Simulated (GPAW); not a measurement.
# Settings that the conductance of disilanedithiol between two Pt chains needs, part 4 of 5

Aim: the cheapest settings that leave the conductance of disilanedithiol between two Pt chains unchanged.

GPAW 26.7.0; GPAW LCAO, PAW setups; Landauer transmission from Green's functions with principal layers (ASE), zero bias.

So far, transmission at the Fermi level (one spin): step 2 (base settings) 0.456; step 9 (width of the vacuum box, box 11 × 9.1 Å) 0.456; step 10 (varying the width of the vacuum box, box 14.5 × 12.6 Å) 0.457; step 11 (width of the vacuum box, box 16.5 × 14.6 Å) 0.458; step 13 (varying the density threshold: conv = 0.1) 0.357.

### 14. Varying the density threshold: conv = 0.01

Input file run.py:

```python
import json
import numpy as np
from ase import Atoms
from ase.transport.calculators import TransportCalculator
from gpaw import GPAW, FermiDirac
from gpaw.lcao.tools import get_lcao_hamiltonian
from scipy.linalg import eigh

# The junction with lead layers at both ends, along the third cell vector
device = Atoms(
    ['Pt', 'Pt', 'Pt', 'Pt', 'Pt', 'Pt', 'Pt', 'S', 'H', 'Si', 'H', 'H', 'Si', 'H', 'S', 'Pt', 'Pt', 'Pt', 'Pt', 'Pt', 'Pt', 'Pt'],
    positions=[
        [6.22500, 5.32159, 1.20000],
        [6.22500, 5.32159, 3.60000],
        [6.22500, 5.32159, 6.00000],
        [6.22500, 5.32159, 8.40000],
        [6.22500, 5.32159, 10.80000],
        [6.22500, 5.32159, 13.20000],
        [6.22500, 5.32159, 15.60000],
        [7.44306, 5.47448, 17.60386],
        [5.94800, 7.39318, 19.28132],
        [6.58243, 6.06345, 19.48220],
        [5.50429, 5.08760, 19.79606],
        [9.20001, 7.13450, 20.90112],
        [8.14996, 6.11723, 21.17384],
        [8.80097, 4.78962, 21.33468],
        [7.24373, 6.59847, 23.06538],
        [6.22500, 5.32159, 24.75484],
        [6.22500, 5.32159, 27.15484],
        [6.22500, 5.32159, 29.55484],
        [6.22500, 5.32159, 31.95484],
        [6.22500, 5.32159, 34.35484],
        [6.22500, 5.32159, 36.75484],
        [6.22500, 5.32159, 39.15484]],
    cell=[[12.45001, 0.0, 0.0], [0.0, 10.64318, 0.0], [0.0, 0.0, 40.35484]],
    pbc=True)

# One principal layer of the lead: the first 5 atoms of the device
lead = Atoms(
    ['Pt', 'Pt', 'Pt', 'Pt', 'Pt'],
    positions=[
        [6.22500, 5.32159, 1.20000],
        [6.22500, 5.32159, 3.60000],
        [6.22500, 5.32159, 6.00000],
        [6.22500, 5.32159, 8.40000],
        [6.22500, 5.32159, 10.80000]],
    cell=[[12.45001, 0.0, 0.0], [0.0, 10.64318, 0.0], [0.0, 0.0, 12.0]],
    pbc=True)

settings = dict(mode='lcao', basis='szp(dzp)', xc='LDA', h=0.2,
                occupations=FermiDirac(0.1), maxiter=250,
                mixer=dict(beta=0.1, nmaxold=8, weight=100.0),
                convergence=dict(density=0.01))
energies = np.arange(-2, 2 + 1e-9, 0.05)
eta = 0.0001
n1, n2 = 1, 1
# k and -k transmit alike, so half of the mesh across the current serves
mesh = [(i, j) for i in range(n1) for j in range(n2) if (i, j) <= (-i % n1, -j % n2)]
weights = np.array([1 if (i, j) == (-i % n1, -j % n2) else 2 for i, j in mesh]) / (n1 * n2)

# [... helper functions left out ...]
fermi_lead = ground_state(lead, (1, 1, 10), 'lead.txt')
fermi_device = ground_state(device, (1, 1, 2), 'device.txt')
# [... loop over the mesh left out, but for ...]
        # Shift the lead onto the potential of the device's first layer
        shift = ((H[:, 0, 0] - H0[:, 0, 0]) / S0[0, 0]).real.mean()
# [...]
kT = 8.617333e-5 * 77
bias = [0.1, 0.2, 0.5, 1.0, 1.5, 2.0]
# [... integrals and printing left out ...]
```

The run is started by

```bash
OMP_NUM_THREADS=1 OPENBLAS_NUM_THREADS=2 python run.py
```

Log:

```text
basis functions: device 262, principal layer 75
Fermi level: lead -5.4962 eV, device -5.4719 eV; lead shifted by 0.1029 eV
largest coupling past the next layer 8.37e-06 eV, largest misfit of the first layer 0.679 eV
  E-E_F (eV)   T (one spin)  channels
    -2.000    3.2750e-01    3.0000
    -1.950    3.4945e-01    3.0000
    -1.900    3.6807e-01    3.0000
    -1.850    3.8119e-01    3.0000
    -1.800    3.8682e-01    3.0000
    -1.750    3.8378e-01    3.0000
    -1.700    3.7219e-01    3.0000
    -1.650    3.5340e-01    3.0000
    -1.600    3.2938e-01    3.0000
    -1.550    3.0173e-01    3.0000
    -1.500    2.7009e-01    3.0000
    -1.450    2.1744e-01    3.0000
    -1.400    2.6462e-01    3.0000
    -1.350    2.4168e-01    4.0000
    -1.300    2.6345e-01    4.0000
    -1.250    2.3030e-01    4.0000
[...]
1.650    2.8263e-02    1.0000
     1.700    2.7354e-02    1.0000
     1.750    2.6564e-02    1.0000
     1.800    2.5879e-02    1.0000
     1.850    2.5290e-02    1.0000
     1.900    2.4788e-02    1.0000
     1.950    2.4367e-02    1.0000
     2.000    2.4022e-02    1.0000
conductance at 77 K: 0.35814 G0 a cell; thermopower 3.338 uV/K
current from the zero-bias T(E) at 0.1 V: 2.7957 uA
current from the zero-bias T(E) at 0.2 V: 5.7001 uA
current from the zero-bias T(E) at 0.5 V: 15.549 uA
current from the zero-bias T(E) at 1.0 V: 29.822 uA
current from the zero-bias T(E) at 1.5 V: 42.259 uA
current from the zero-bias T(E) at 2.0 V: 53.679 uA
```

The job ended after 92 s (2 threads of Intel Xeon 6975P-C (Granite Rapids), shared host; peak memory 2.1 GiB).

One spin. Transmission, zone mean against energy, zero at the Fermi level:

energy (eV), transmission, zone mean and a bar:
```
    -2.00      0.327 ###############
    -1.90      0.368 #################
    -1.80      0.387 ##################
    -1.70      0.372 #################
    -1.55      0.302 ##############
    -1.45      0.217 ##########
    -1.35      0.242 ###########
    -1.25      0.230 ##########
    -1.20      0.386 ##################
    -1.15      0.149 ######
    -1.05      0.358 #################
    -0.95      0.527 #########################
    -0.90      0.515 #########################
    -0.80      0.493 #######################
    -0.70      0.476 #######################
    -0.60      0.464 ######################
    -0.50      0.480 #######################
    -0.40      0.513 ########################
    -0.25      0.624 ##############################
    -0.15      0.506 ########################
    -0.05      0.396 ###################
     0.00      0.357 #################
     0.05      0.332 ###############
     0.15      0.325 ###############
     0.25      0.275 #############
     0.40      0.193 ########
     0.50      0.190 ########
     0.60      0.181 ########
     0.70      0.155 #######
     0.80      0.114 #####
     0.90      0.082 ###
     1.05      0.058 ##
     1.15      0.049 #
     1.25      0.042 #
     1.35      0.037 #
     1.45      0.033 
     1.55      0.030 
     1.70      0.027 
     1.80      0.026 
     1.90      0.025 
     2.00      0.024
```

Crossings of the lead's bands, unfolded to its shortest repeat. The open channels, zone mean by energy, zero at the Fermi level:

energy (eV), open channels, zone mean and a bar from the least value:
```
    -2.00       3.00 ############
    -1.90       3.00 ############
    -1.80       3.00 ############
    -1.70       3.00 ############
    -1.55       3.00 ############
    -1.45       3.00 ############
    -1.35       4.00 ##################
    -1.25       4.00 ##################
    -1.15       4.00 ##################
    -1.05       6.00 ##############################
    -0.90       6.00 ##############################
    -0.80       6.00 ##############################
    -0.70       6.00 ##############################
    -0.60       6.00 ##############################
    -0.50       6.00 ##############################
    -0.40       6.00 ##############################
    -0.25       6.00 ##############################
    -0.15       4.00 ##################
    -0.05       4.00 ##################
     0.00       4.00 ##################
     0.05       4.00 ##################
     0.15       4.00 ##################
     0.25       4.00 ##################
     0.40       4.00 ##################
     0.50       3.00 ############
     0.60       3.00 ############
     0.70       3.00 ############
     0.80       1.00 
     0.90       1.00 
     1.05       1.00 
     1.15       1.00 
     1.25       1.00 
     1.35       1.00 
     1.45       1.00 
     1.55       1.00 
     1.70       1.00 
     1.80       1.00 
     1.90       1.00 
     2.00       1.00
```

Not self-consistent under bias; the bias window is split evenly. The current through one cell, from the zero-bias transmission by bias:

| bias (V) | current through one cell, from the zero-bias transmission (μA) |
| --- | --- |
| 0.100 | 2.80 |
| 0.200 | 5.70 |
| 0.500 | 15.5 |
| 1.000 | 29.8 |
| 1.500 | 42.3 |
| 2.000 | 53.7 |

The conductance, 0.358 G₀, lies 22 % below that of the base run. The first layer now differs from the lead by 0.68 eV after a shift of 0.10 eV, a far poorer match of lead and junction than at the start, whatever the conductance shows.

### 15. Varying the density threshold: conv = 0.001

Edit run.py of step 14 so:

```diff
@@ -52,3 +52,3 @@
                 mixer=dict(beta=0.1, nmaxold=8, weight=100.0),
-                convergence=dict(density=0.01))
+                convergence=dict(density=0.001))
 energies = np.arange(-2, 2 + 1e-9, 0.05)
```

Log:

```text
basis functions: device 262, principal layer 75
Fermi level: lead -5.4962 eV, device -5.4526 eV; lead shifted by 0.0050 eV
largest coupling past the next layer 8.37e-06 eV, largest misfit of the first layer 0.231 eV
  E-E_F (eV)   T (one spin)  channels
    -2.000    2.7091e-01    3.0000
    -1.950    2.9498e-01    3.0000
    -1.900    3.1866e-01    3.0000
[...]
1.950    2.6625e-02    1.0000
     2.000    2.6177e-02    1.0000
conductance at 77 K: 0.45395 G0 a cell; thermopower 2.362 uV/K
current from the zero-bias T(E) at 0.1 V: 3.5159 uA
current from the zero-bias T(E) at 0.2 V: 7.0339 uA
current from the zero-bias T(E) at 0.5 V: 17.95 uA
current from the zero-bias T(E) at 1.0 V: 32.083 uA
current from the zero-bias T(E) at 1.5 V: 45.301 uA
current from the zero-bias T(E) at 2.0 V: 56.24 uA
```

Wall time 1.7 min (2 threads); peak memory 2.1 GiB.

One spin. The transmission, zone mean by energy, zero at the Fermi level:

| energy (eV) | transmission, zone mean |
| --- | --- |
| -2.000 | 0.271 |
| -1.800 | 0.357 |
| -1.700 | 0.368 |
| -1.600 | 0.343 |
| -1.400 | 0.268 |
| -1.200 | 0.275 |
| -1.000 | 0.369 |
| -0.800 | 0.495 |
| -0.600 | 0.467 |
| -0.450 | 0.516 |
| -0.400 | 0.507 |
| -0.250 | 0.641 |
| -0.200 | 0.639 |
| 0.000 | 0.454 |
| 0.200 | 0.332 |
| 0.400 | 0.201 |
| 0.600 | 0.210 |
| 0.800 | 0.127 |
| 1.000 | 0.0738 |
| 1.200 | 0.0514 |
| 1.400 | 0.0396 |
| 1.600 | 0.0327 |
| 1.800 | 0.0285 |
| 2.000 | 0.0262 |

The conductance, 0.454 G₀, lies 0.5 % below that of the base run.

### 16. Varying the density threshold: conv = 1e-06

Edit run.py of step 15 so:

```diff
@@ -52,3 +52,3 @@
                 mixer=dict(beta=0.1, nmaxold=8, weight=100.0),
-                convergence=dict(density=0.001))
+                convergence=dict(density=1e-06))
 energies = np.arange(-2, 2 + 1e-9, 0.05)
```

Log:

```text
basis functions: device 262, principal layer 75
Fermi level: lead -5.4953 eV, device -5.4533 eV; lead shifted by 0.0052 eV
largest coupling past the next layer 8.36e-06 eV, largest misfit of the first layer 0.214 eV
  E-E_F (eV)   T (one spin)  channels
    -2.000    2.7013e-01    3.0000
    -1.950    2.9420e-01    3.0000
    -1.900    3.1808e-01    3.0000
[...]
1.950    2.6694e-02    1.0000
     2.000    2.6232e-02    1.0000
conductance at 77 K: 0.45636 G0 a cell; thermopower 2.418 uV/K
current from the zero-bias T(E) at 0.1 V: 3.5358 uA
current from the zero-bias T(E) at 0.2 V: 7.0798 uA
current from the zero-bias T(E) at 0.5 V: 18.093 uA
current from the zero-bias T(E) at 1.0 V: 32.109 uA
current from the zero-bias T(E) at 1.5 V: 45.342 uA
current from the zero-bias T(E) at 2.0 V: 56.263 uA
```

The job ended after 3.4 min (2 threads; peak memory 2.1 GiB).

The conductance equals that of the base run to 0.2 %.

### 17. Convergence in the density threshold

The runs and the base run on one axis.

This step: convergence of the conductance (GPAW 26.7.0).

Table of conductance by log10 of the density threshold:

| log10 of the density threshold | conductance (G₀) |
| --- | --- |
| -6.00 | 0.456 |
| -4.00 | 0.456 |
| -3.00 | 0.454 |
| -2.00 | 0.358 |
| -1.00 | 0.358 |

### 18. Grid spacing: h = 0.3

The real-space grid carries density and potential; a coarse one breaks translation symmetry along the lead and scatters electrons that should pass.

This step: GPAW LCAO, PAW setups; Landauer transmission from Green's functions with principal layers (ASE), zero bias (GPAW 26.7.0).

Edit run.py of step 16 so:

```diff
@@ -49,6 +49,6 @@
 
-settings = dict(mode='lcao', basis='szp(dzp)', xc='LDA', h=0.2,
+settings = dict(mode='lcao', basis='szp(dzp)', xc='LDA', h=0.3,
                 occupations=FermiDirac(0.1), maxiter=250,
                 mixer=dict(beta=0.1, nmaxold=8, weight=100.0),
-                convergence=dict(density=1e-06))
+                convergence=dict(density=0.0001))
 energies = np.arange(-2, 2 + 1e-9, 0.05)
```

Log:

```text
basis functions: device 262, principal layer 75
Fermi level: lead -5.4953 eV, device -5.4516 eV; lead shifted by 0.0053 eV
largest coupling past the next layer 8.37e-06 eV, largest misfit of the first layer 0.211 eV
  E-E_F (eV)   T (one spin)  channels
    -2.000    2.7260e-01    3.0000
    -1.950    2.9681e-01    3.0000
    -1.900    3.2071e-01    3.0000
    -1.850    3.4238e-01    3.0000
    -1.800    3.5929e-01    3.0000
    -1.750    3.6886e-01    3.0000
    -1.700    3.6931e-01    3.0000
    -1.650    3.6029e-01    3.0000
    -1.600    3.4281e-01    3.0000
    -1.550    3.1803e-01    3.0000
    -1.500    2.8197e-01    3.0000
    -1.450    2.7075e-01    4.0000
    -1.400    2.6885e-01    4.0000
    -1.350    2.6333e-01    4.0000
    -1.300    2.5356e-01    4.0000
    -1.250    2.3618e-01    4.0000
[...]
1.650    3.1283e-02    1.0000
     1.700    3.0155e-02    1.0000
     1.750    2.9164e-02    1.0000
     1.800    2.8296e-02    1.0000
     1.850    2.7539e-02    1.0000
     1.900    2.6884e-02    1.0000
     1.950    2.6324e-02    1.0000
     2.000    2.5851e-02    1.0000
conductance at 77 K: 0.45596 G0 a cell; thermopower 2.407 uV/K
current from the zero-bias T(E) at 0.1 V: 3.5326 uA
current from the zero-bias T(E) at 0.2 V: 7.0723 uA
current from the zero-bias T(E) at 0.5 V: 18.026 uA
current from the zero-bias T(E) at 1.0 V: 32.037 uA
current from the zero-bias T(E) at 1.5 V: 45.284 uA
current from the zero-bias T(E) at 2.0 V: 56.208 uA
```

The job ended after 47 s (2 threads; peak memory 0.74 GiB).

Numbers from this step:

| Property | Result |
| --- | --- |
| conductance | 0.4560 G₀ |
| thermopower | 2.407 μV/K |
| largest coupling past the next principal layer | 8.37e-6 eV |
| largest misfit of the first principal layer | 0.2106 eV |
| shift that aligns the lead | 0.005302 eV |
| transmission at the Fermi level (one spin) | 0.4561 |

One spin. Transmission, zone mean against energy, zero at the Fermi level:

energy (eV), transmission, zone mean and a bar:
```
    -2.00      0.273 ############
    -1.85      0.342 ################
    -1.70      0.369 #################
    -1.60      0.343 ################
    -1.45      0.271 ############
    -1.30      0.254 ###########
    -1.15      0.312 ##############
    -1.05      0.328 ###############
    -0.90      0.459 #####################
    -0.75      0.487 #######################
    -0.60      0.465 ######################
    -0.50      0.483 ######################
    -0.40      0.513 ########################
    -0.35      0.448 #####################
    -0.20      0.638 ##############################
    -0.05      0.485 #######################
     0.00      0.456 #####################
     0.05      0.427 ####################
     0.20      0.338 ###############
     0.35      0.210 #########
     0.50      0.201 #########
     0.60      0.216 #########
     0.75      0.161 #######
     0.90      0.095 ###
     1.05      0.068 ##
     1.15      0.056 #
     1.30      0.045 #
     1.45      0.038 #
     1.60      0.033 
     1.70      0.030 
     1.85      0.028 
     2.00      0.026
```

Crossings of the lead's bands, unfolded to its shortest repeat. Table of open channels, zone mean by energy, zero at the Fermi level:

| energy (eV) | open channels, zone mean |
| --- | --- |
| -2.000 | 3 |
| -1.800 | 3 |
| -1.600 | 3 |
| -1.400 | 4 |
| -1.200 | 6 |
| -1.000 | 6 |
| -0.800 | 6 |
| -0.600 | 6 |
| -0.400 | 6 |
| -0.200 | 4 |
| 0.000 | 4 |
| 0.200 | 4 |
| 0.400 | 3 |
| 0.600 | 3 |
| 0.800 | 1 |
| 1.000 | 1 |
| 1.200 | 1 |
| 1.400 | 1 |
| 1.600 | 1 |
| 1.800 | 1 |
| 2.000 | 1 |

Not self-consistent under bias; the bias window is split evenly. Current through one cell, from the zero-bias transmission against bias:

| bias (V) | current through one cell, from the zero-bias transmission (μA) |
| --- | --- |
| 0.100 | 3.53 |
| 0.200 | 7.07 |
| 0.500 | 18.0 |
| 1.000 | 32.0 |
| 1.500 | 45.3 |
| 2.000 | 56.2 |

The conductance equals that of the base run to 0.2 %.

### 19. Grid spacing: h = 0.26

Edit run.py of step 18 so:

```diff
@@ -49,3 +49,3 @@
 
-settings = dict(mode='lcao', basis='szp(dzp)', xc='LDA', h=0.3,
+settings = dict(mode='lcao', basis='szp(dzp)', xc='LDA', h=0.26,
                 occupations=FermiDirac(0.1), maxiter=250,
```

Log:

```text
basis functions: device 262, principal layer 75
Fermi level: lead -5.4950 eV, device -5.4524 eV; lead shifted by 0.0049 eV
largest coupling past the next layer 8.37e-06 eV, largest misfit of the first layer 0.216 eV
  E-E_F (eV)   T (one spin)  channels
    -2.000    2.7125e-01    3.0000
    -1.950    2.9540e-01    3.0000
    -1.900    3.1931e-01    3.0000
    -1.850    3.4107e-01    3.0000
    -1.800    3.5816e-01    3.0000
    -1.750    3.6801e-01    3.0000
    -1.700    3.6879e-01    3.0000
    -1.650    3.6012e-01    3.0000
    -1.600    3.4229e-01    3.0000
    -1.550    3.1891e-01    3.0000
    -1.500    2.8451e-01    3.0000
    -1.450    2.6969e-01    4.0000
    -1.400    2.6800e-01    4.0000
    -1.350    2.6332e-01    4.0000
    -1.300    2.5337e-01    4.0000
    -1.250    2.3628e-01    4.0000
[...]
1.650    3.1476e-02    1.0000
     1.700    3.0348e-02    1.0000
     1.750    2.9358e-02    1.0000
     1.800    2.8492e-02    1.0000
     1.850    2.7738e-02    1.0000
     1.900    2.7087e-02    1.0000
     1.950    2.6532e-02    1.0000
     2.000    2.6065e-02    1.0000
conductance at 77 K: 0.45632 G0 a cell; thermopower 2.443 uV/K
current from the zero-bias T(E) at 0.1 V: 3.5363 uA
current from the zero-bias T(E) at 0.2 V: 7.0802 uA
current from the zero-bias T(E) at 0.5 V: 18.069 uA
current from the zero-bias T(E) at 1.0 V: 32.087 uA
current from the zero-bias T(E) at 1.5 V: 45.329 uA
current from the zero-bias T(E) at 2.0 V: 56.249 uA
```

The job ended after 70 s (2 threads; peak memory 1 GiB).

This step gave:

| Quantity | Value |
| --- | --- |
| conductance | 0.4563 G₀ |
| thermopower | 2.443 μV/K |
| largest misfit of the first principal layer | 0.2156 eV |
| shift that aligns the lead | 0.004927 eV |
| transmission at the Fermi level (one spin) | 0.4564 |

One spin. Transmission, zone mean against energy, zero at the Fermi level:

| energy (eV) | transmission, zone mean |
| --- | --- |
| -2.000 | 0.271 |
| -1.800 | 0.358 |
| -1.700 | 0.369 |
| -1.600 | 0.342 |
| -1.400 | 0.268 |
| -1.200 | 0.287 |
| -1.000 | 0.365 |
| -0.800 | 0.497 |
| -0.600 | 0.465 |
| -0.400 | 0.511 |
| -0.200 | 0.639 |
| 0.000 | 0.456 |
| 0.200 | 0.340 |
| 0.400 | 0.202 |
| 0.600 | 0.217 |
| 0.800 | 0.130 |
| 1.000 | 0.0751 |
| 1.200 | 0.0521 |
| 1.400 | 0.0399 |
| 1.600 | 0.0328 |
| 1.800 | 0.0285 |
| 2.000 | 0.0261 |

Crossings of the lead's bands, unfolded to its shortest repeat. The open channels, zone mean by energy, zero at the Fermi level:

| energy (eV) | open channels, zone mean |
| --- | --- |
| -2.00 | 3 |
| -1.85 | 3 |
| -1.70 | 3 |
| -1.60 | 3 |
| -1.45 | 4 |
| -1.30 | 4 |
| -1.15 | 6 |
| -1.05 | 6 |
| -0.90 | 6 |
| -0.75 | 6 |
| -0.60 | 6 |
| -0.50 | 6 |
| -0.35 | 6 |
| -0.20 | 4 |
| -0.05 | 4 |
| 0.00 | 4 |
| 0.05 | 4 |
| 0.20 | 4 |
| 0.35 | 3 |
| 0.50 | 3 |
| 0.60 | 3 |
| 0.75 | 1 |
| 0.90 | 1 |
| 1.05 | 1 |
| 1.15 | 1 |
| 1.30 | 1 |
| 1.45 | 1 |
| 1.60 | 1 |
| 1.70 | 1 |
| 1.85 | 1 |
| 2.00 | 1 |

Not self-consistent under bias; the bias window is split evenly. Current through one cell, from the zero-bias transmission against bias:

| bias (V) | current through one cell, from the zero-bias transmission (μA) |
| --- | --- |
| 0.100 | 3.54 |
| 0.200 | 7.08 |
| 0.500 | 18.1 |
| 1.000 | 32.1 |
| 1.500 | 45.3 |
| 2.000 | 56.2 |

The conductance equals that of the base run to 0.2 %.

(Continued in part 5 of 5.)

[Logs are printed without paths, hosts, clocks, repeated set-up lines and the standing remarks that a program may print on its own settings, such as how far it seeks lower states.]

[Hosts, paths, dates, database ids (printed as entryN), source tags and the programs' standing remarks are cut or masked in the printed files.]
